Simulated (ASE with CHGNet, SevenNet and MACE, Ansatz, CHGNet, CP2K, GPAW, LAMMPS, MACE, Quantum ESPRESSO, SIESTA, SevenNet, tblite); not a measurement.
## Machine-learned potentials runs on amorphous 71GeO2-29Lu2O3 (mol %) (61 atoms)

Aim: run amorphous 71GeO2-29Lu2O3 (mol %) (61 atoms) in machine-learned potentials and see how near its forces come to a plane-wave reference, and at what cost.

Calculated with ASE with CHGNet, SevenNet and MACE; the method is named at each step.

## 1. Starting point

The cell holds 61 atoms: 12 Ge, 10 Lu and 39 O. Cell: a = 9.737 Å, b = 9.737 Å, c = 9.737 Å, α = 90.0°, β = 90.0°, γ = 90.0°. 61 atoms (12 Ge, 10 Er, 39 O) placed at random at 5.59 g/cm³, melted at 5000 K for 10 ps at fixed volume with the Morse and Coulomb pair potential with partial charges (Pedone, Malavasi, Menziani, Cormack and Segre, J. Phys. Chem. B 110, 11780 (2006)). Quenched from 5000 K to 300 K at 20 K/ps and fixed volume, held 10 ps at zero pressure, then minimised at fixed cell. Then Er was replaced by Lu and the cell scaled by 1.003 (the potential has no terms for the new elements, so the cell is a start for a DFT relaxation).

The yardstick, on the same geometry:

- method: Kohn-Sham DFT, PBE, SSSP efficiency 1.3.0 pseudopotentials, plane waves (Quantum ESPRESSO 7.5); sssp-pbe-1.3.0-efficiency, cutoffs 60/480 Ry, Γ point
- r.m.s. force component: 0.864 eV/Å
- longest force: 2.701 eV/Å
- pressure: 0.6197 GPa
- gap (highest filled to lowest empty level): 2.063 eV
- time: 3.4 min on 4 MPI ranks of Arm Neoverse V2, shared host
- CPU time: 14 min

## 2. CHGNet r2SCAN potential

Method: machine-learned interatomic potential CHGNet r2SCAN, trained on r2SCAN plane-wave data.

The input, run.py:

```python
import numpy as np
from ase.io import read
import mlip  # loads the published weights by name

atoms = read("structure.xyz")
atoms.calc = mlip.calc("chgnet-r2scan")
energy = atoms.get_potential_energy()
forces = atoms.get_forces()
print(f"energy {energy:.6f} eV")
print("forces (eV/A)")
for i, (a, f) in enumerate(zip(atoms, forces)):
    print(f"{i:4d} {a.symbol:2s} {f[0]:10.5f} {f[1]:10.5f} {f[2]:10.5f}")
stress = -atoms.get_stress(voigt=False) * 160.21766
print("stress (GPa, compression positive)")
for row in stress:
    print(" ".join(f"{x:10.4f}" for x in row))
```

The input, structure.xyz:

```xyz
61
Lattice="9.73719 0.00000 0.00000 0.00000 9.73719 0.00000 0.00000 0.00000 9.73719" Properties=species:S:1:pos:R:3 pbc="T T T"
Ge 8.00796 4.97181 2.45543
Ge 9.69912 2.07276 3.17491
Ge 8.52150 4.03344 7.99774
Ge 0.29134 7.96142 5.67600
Ge 3.34443 2.33634 2.90655
Ge 6.03131 0.55823 2.69934
Ge 4.61017 3.23469 5.81057
Ge 5.85974 7.19267 3.58007
Ge 6.47669 2.92671 0.37819
Ge 7.68576 1.82923 5.55292
Ge 1.76681 5.39791 7.51945
Ge 6.83658 8.51079 6.56092
Lu 2.70168 5.40765 4.62692
Lu 8.29209 6.99802 9.05130
Lu 1.30176 1.80975 6.34543
Lu 3.28202 2.41424 8.97224
Lu 9.01732 0.68433 9.47857
Lu 5.21641 8.49482 0.19182
Lu 3.40743 5.52469 1.25464
Lu 2.21833 8.82676 8.58178
Lu 0.78151 7.48108 1.90537
Lu 5.03637 5.67795 8.12208
O 6.26033 1.45182 1.23283
O 7.29647 0.43905 6.57182
O 5.81349 7.77086 7.70747
O 4.37589 0.98560 3.03722
O 5.97377 8.57233 2.45260
O 1.20751 1.46155 8.58002
O 9.31450 1.12796 1.84267
O 8.05266 2.89156 9.28188
O 1.16924 6.48877 5.96870
O 6.79821 4.04931 1.62046
O 3.88378 3.35115 4.20101
O 5.30979 6.31058 0.45239
O 0.28287 8.33650 9.52881
O 6.13365 8.07271 5.04825
O 5.35136 3.35096 8.91508
O 1.15980 9.22716 6.49091
O 2.67675 4.56557 8.84867
O 7.36521 8.96630 9.48334
O 8.69258 2.89243 6.75138
O 1.71491 5.57191 2.67052
O 2.82651 6.81029 7.84224
O 7.00338 1.18093 3.94337
O 3.89400 0.33467 9.24741
O 8.49073 7.82296 6.58370
O 8.95919 3.65456 3.08757
O 1.69797 2.10946 3.27121
O 7.29724 5.22936 8.05480
O 4.35671 6.39928 3.44677
O 0.21928 8.11410 3.98319
O 7.13746 6.03784 3.48475
O 8.74302 6.05653 1.32066
O 0.11022 5.17064 8.20631
O 4.35983 4.88340 6.22752
O 3.54268 3.16352 1.44227
[... 1 atom lines left out ...]
O 2.81434 7.72568 0.89446
O 9.35491 1.53760 4.79508
O 1.74490 4.04483 6.32908
O 6.26812 2.88474 5.74153
```

Started as:

```sh
$ OMP_NUM_THREADS=1 python run.py > output.txt
```

The program printed:

```text
CHGNet vr2scan initialized with 412,525 parameters
CHGNet will run on cpu
energy -939.097656 eV
forces (eV/A)
   0 Ge   -0.23953   -0.64244   -0.65671
   1 Ge   -0.35902    0.67912   -0.99207
   2 Ge   -0.16349    0.15113    0.36243
   3 Ge   -0.02628    0.20251   -0.24229
   4 Ge    0.29703   -0.33074   -0.37550
   5 Ge    0.01791    1.37945    1.19874
   6 Ge    0.08150   -0.73589    0.10113
   7 Ge    0.40010   -0.08483    0.53076
   8 Ge    0.39304    0.67637    0.38392
   9 Ge   -1.14488   -0.47349   -0.34528
  10 Ge   -0.10007    0.05811   -0.10564
  11 Ge    0.77075    0.10966   -1.23269
  12 Lu   -0.31510    0.00236   -0.22170
  13 Lu    0.13576    0.66895    0.30928
  14 Lu   -0.06467    0.29338    0.60352
  15 Lu    0.45354   -0.08590    0.17329
  16 Lu   -0.16174   -0.32323    1.20676
  17 Lu    0.67720    0.02089   -0.02920
  18 Lu    0.04614    0.75099    0.04537
  19 Lu   -0.24883   -0.87075    0.49988
  20 Lu    0.48219   -0.85060    0.67218
  21 Lu    0.22497   -0.23391    0.17762
  22 O     0.14291   -0.97206   -0.65387
  23 O     0.18252    0.83843    0.55569
[...]
53 O    -0.45562    0.68404    0.65372
  54 O     0.05010    1.13647    0.12657
  55 O    -0.15532    1.11272   -1.66979
  56 O    -1.28368   -0.81818    1.14285
  57 O    -0.76999   -0.64375    0.03210
  58 O     0.40387   -0.04766    1.47162
  59 O    -0.18273   -0.31846   -0.89624
  60 O     0.94574    0.23212    0.11454
stress (GPa, compression positive)
   -5.1547    -0.8744     0.1556
   -0.8744    -6.2269     0.6000
    0.1556     0.6000    -4.4541
```

Elapsed: 3.4 s, on 1 thread of Arm Neoverse V2, shared host; peak memory 0.85 GiB.

Banners, paths, timers and routine set-up lines are dropped from the logs unmarked, and long logs keep their key lines alone; longer cuts are marked.

Compared with the plane-wave run:

```
r.m.s. force component                  : 0.728 eV/Å
r.m.s. difference of force components   : 254.3 meV/Å
longest difference of force vectors     : 898.4 meV/Å
force difference over r.m.s. force      : 29.43 %
slope of forces against the reference's : 0.8117
correlation of force components         : 0.9633
pressure                                : -5.279 GPa
pressure difference                     : -5.898 GPa
```

Length of the force difference by element (eV/Å):

```
element  atoms  mean  most
     Ge     12  0.50  0.90
     Lu     10  0.29  0.51
      O     39  0.39  0.85
```

A closer look about Ge5, picked at random: 14 atoms, nearest first, numbered in the order of the input, with positions taken from that point.

```
atom      x      y      z  distance (Å)  bonds     Fx     Fy  Fz (eV/Å)
 Ge5   0.00   0.00   0.00          0.00      4   0.30  -0.33      -0.38
 O56   0.20   0.83  -1.46          1.69      3  -0.16   1.11      -1.67
 O48  -1.65  -0.23   0.36          1.70      2  -0.44  -0.28       0.88
 O26   1.03  -1.35   0.13          1.70      2  -0.34  -1.11       0.21
 O33   0.54   1.01   1.29          1.73      3  -0.42   1.58       0.07
 Ge6   2.69  -1.78  -0.21          3.23      4   0.02   1.38       1.20
 Ge7   1.27   0.90   2.90          3.29      4   0.08  -0.74       0.10
 Ge2  -3.38  -0.26   0.27          3.40      4  -0.36   0.68      -0.99
 O23   2.92  -0.88  -1.67          3.48      2   0.14  -0.97      -0.65
Lu13  -0.64   3.07   1.72          3.58      6  -0.32   0.00      -0.22
Lu19   0.06   3.19  -1.65          3.59      6   0.05   0.75       0.05
 O42  -1.63   3.24  -0.24          3.63      3   1.01   1.17      -0.04
Lu16  -0.06   0.08  -3.67          3.67      6   0.45  -0.09       0.17
 O57   0.28  -0.24   3.73          3.75      3  -1.28  -0.82       1.14
```

Atoms are counted from 1 here, from 0 in the log.

Forces lie 29 % from the reference's, at 0.0041 times its CPU time (on 1 against 4 cores).

## 3. SevenNet l3i5 potential

Method: machine-learned interatomic potential SevenNet l3i5, trained on PBE(+U) plane-wave data.

run.py: that of step 2 with these lines changed.

```diff
@@ -5,3 +5,3 @@
 atoms = read("structure.xyz")
-atoms.calc = mlip.calc("chgnet-r2scan")
+atoms.calc = mlip.calc("7net-l3i5")
 energy = atoms.get_potential_energy()
```

structure.xyz is that of step 2.

The program printed:

```text
energy -434.760162 eV
forces (eV/A)
   0 Ge   -0.14191   -0.82386   -1.13507
   1 Ge   -0.67921    0.52122   -1.54395
   2 Ge   -0.56340    0.47488    0.12614
   3 Ge    0.00576    0.27694   -0.57549
   4 Ge    0.71673   -0.10127   -0.63318
   5 Ge    0.26244    1.92420    1.83744
   6 Ge    0.04961   -0.93176    0.16031
   7 Ge    0.06464   -0.35334    0.88845
   8 Ge    0.23923    1.02695    0.32883
   9 Ge   -1.70435   -0.40123   -0.59977
  10 Ge   -0.01695   -0.42149   -0.16556
  11 Ge    0.77757    0.14935   -1.36145
  12 Lu   -0.57199    0.09492   -0.28180
  13 Lu    0.10556    0.68805    0.30861
  14 Lu    0.16896    0.60796    0.67690
  15 Lu    0.43122   -0.29430    0.22152
  16 Lu   -0.27857   -0.30068    1.40045
  17 Lu    0.59441    0.27456   -0.05057
  18 Lu   -0.17967    0.83680    0.11913
  19 Lu   -0.21479   -0.76364    0.58617
  20 Lu    0.71908   -0.71675    0.92400
  21 Lu    0.32286   -0.39559    0.03043
  22 O     0.21587   -1.45575   -1.20952
  23 O     0.25851    0.85266    1.17043
[...]
53 O    -0.61467    0.86466    1.07831
  54 O     0.03807    1.30216    0.10585
  55 O    -0.10584    1.05295   -1.85979
  56 O    -1.49831   -1.16045    1.35037
  57 O    -0.76882   -0.59625   -0.01913
  58 O     0.49238   -0.26582    1.52556
  59 O     0.03420   -0.55465   -1.06202
  60 O     1.16728    0.57574    0.15650
stress (GPa, compression positive)
   -0.8362    -1.2478     0.4493
   -1.2478    -2.3270     0.9992
    0.4493     0.9992     0.5339
```

Elapsed: 8.1 s, on 1 thread; peak memory 1.1 GiB.

Against the reference:

| Property | Result |
| --- | --- |
| r.m.s. force component | 0.8927 eV/Å |
| r.m.s. difference of force components | 87.32 meV/Å |
| longest difference of force vectors | 339.7 meV/Å |
| force difference over r.m.s. force | 10.11 % |
| slope of forces against the reference's | 1.028 |
| correlation of force components | 0.9956 |
| pressure | -0.8764 GPa |
| pressure difference | -1.496 GPa |

Against the first run (29 %), the force difference from the reference is 10 %, at 2.4 times the CPU time.

## 4. MACE MP-0b2 small potential

Method: machine-learned interatomic potential MACE MP-0b2 small, trained on PBE(+U) plane-wave data.

run.py: that of step 3 with these lines changed.

```diff
@@ -5,3 +5,3 @@
 atoms = read("structure.xyz")
-atoms.calc = mlip.calc("7net-l3i5")
+atoms.calc = mlip.calc("mace-mp-0b2-small")
 energy = atoms.get_potential_energy()
```

structure.xyz is that of step 3.

The program printed:

```text
energy -434.858301 eV
forces (eV/A)
   0 Ge   -0.06451   -0.92445   -0.91008
   1 Ge   -0.57165    0.59321   -1.43263
   2 Ge   -0.40888    0.27355    0.20048
   3 Ge    0.05488    0.22880   -0.38751
   4 Ge    0.52398   -0.21116   -0.44887
   5 Ge    0.00755    1.74177    1.67245
   6 Ge   -0.06662   -0.88739    0.17103
   7 Ge    0.07268   -0.28898    0.60895
   8 Ge    0.29719    0.93209    0.37568
   9 Ge   -1.49206   -0.38075   -0.80427
  10 Ge   -0.36641   -0.50384   -0.34793
  11 Ge    0.83828    0.08437   -1.47341
  12 Lu   -0.34556    0.05162   -0.30956
  13 Lu    0.24023    0.48309    0.11264
  14 Lu    0.00055    0.50472    0.48393
  15 Lu    0.53450   -0.34655    0.21787
  16 Lu   -0.20226    0.04962    1.57295
  17 Lu    0.58508    0.33803    0.07866
  18 Lu   -0.08094    0.64621    0.24918
  19 Lu   -0.13380   -0.60253    0.42979
  20 Lu    0.46523   -0.89401    1.07694
  21 Lu    0.30102   -0.47779   -0.08203
  22 O     0.35664   -1.46713   -1.24574
  23 O     0.24876    0.79901    1.21693
[...]
53 O    -0.47666    1.01538    0.99519
  54 O     0.01620    1.41354    0.13305
  55 O    -0.05011    1.18854   -2.04478
  56 O    -1.58158   -1.21611    1.36021
  57 O    -0.60603   -0.53465   -0.06795
  58 O     0.42354   -0.25332    1.67492
  59 O     0.02812   -0.45850   -0.93843
  60 O     1.32315    0.48178    0.12350
stress (GPa, compression positive)
   -1.0867    -1.0051     0.2215
   -1.0051    -2.3423     0.8060
    0.2215     0.8060    -0.0375
```

Wall time 5.8 s (1 thread); peak memory 0.67 GiB.

Numbers from this run, and their distance from the reference:

```yaml
r_m_s_force_component: 0.9086 eV/Å
r_m_s_difference_of_force_components: 145.9 meV/Å
longest_difference_of_force_vectors: 503.5 meV/Å
force_difference_over_r_m_s_force: 16.88 %
slope_of_forces_against_the_reference_s: 1.039
correlation_of_force_components: 0.9877
pressure: -1.155 GPa
pressure_difference: -1.775 GPa
```

Against the first run (29 %), the force difference from the reference is 17 %, at 1.8 times the CPU time.

## 5. All runs compared

Differences are against the plane-wave reference, forces as r.m.s. over components; share is that over the reference's r.m.s. force, slope the least-squares factor from reference forces to these. Total energies of different programs have different zeros and aren't compared.

```
                        run  Δ force, r.m.s. (meV/Å)  share (%)  slope  Δ pressure (GPa)  cores  CPU time  memory (GiB)
                  reference                        -          -      -                 -      4    14 min           5.9
    CHGNet r2SCAN potential                      254       29.4  0.812             -5.90      1     3.3 s          0.85
    SevenNet l3i5 potential                     87.3       10.1  1.028             -1.50      1     8.1 s           1.1
MACE MP-0b2 small potential                      146       16.9  1.039             -1.78      1     5.8 s          0.67
```

Times of the machine-learned potentials are mostly Python's start and the loading of weights.

CPU time is summed over cores on a shared host, where runs went side by side, so it is rough. Symmetry, cutoffs, thresholds, outputs and thread counts weren't matched or tuned between programs; memory under MPI is the largest rank's times the ranks.

## 6. Outcome

- nearest in forces: SevenNet l3i5 potential, 10 %
- its CPU time: 8.1 s

Machine-learned potentials differ by 10 % (SevenNet l3i5 potential) to 29 % (CHGNet r2SCAN potential); they were trained on other programs' data, some at another functional. The reference's pressure holds the uncorrected Pulay stress of its 60 Ry basis, so small pressure differences, and their order, may be the reference's own error. Machine-learned potentials mimic data converged in k, so the reference's own k-point error enters their differences. The quench rate of 20 K/ps is many orders above laboratory rates, so the cell is likely richer in defects and strain than a real sample. The network of bonds at the start is that of the classical potential that made the cell, and needn't be the one that DFT or experiment would give. The electronic-structure runs sample only Γ, in a cell whose shortest periodic width is 10 Å. Spin–orbit coupling is left out, which matters for the levels of the heavy elements.

[Also dropped from logs without a mark: logging warnings of Python, and SIESTA's first energy breakdown and zero terms.]

[Logs are printed without paths, hosts, clocks, repeated set-up lines and the standing remarks that a program may print on its own settings, such as how far it seeks lower states.]

[Hosts, paths, dates, database ids (printed as entryN), source tags and the programs' standing remarks are cut or masked in the printed files.]
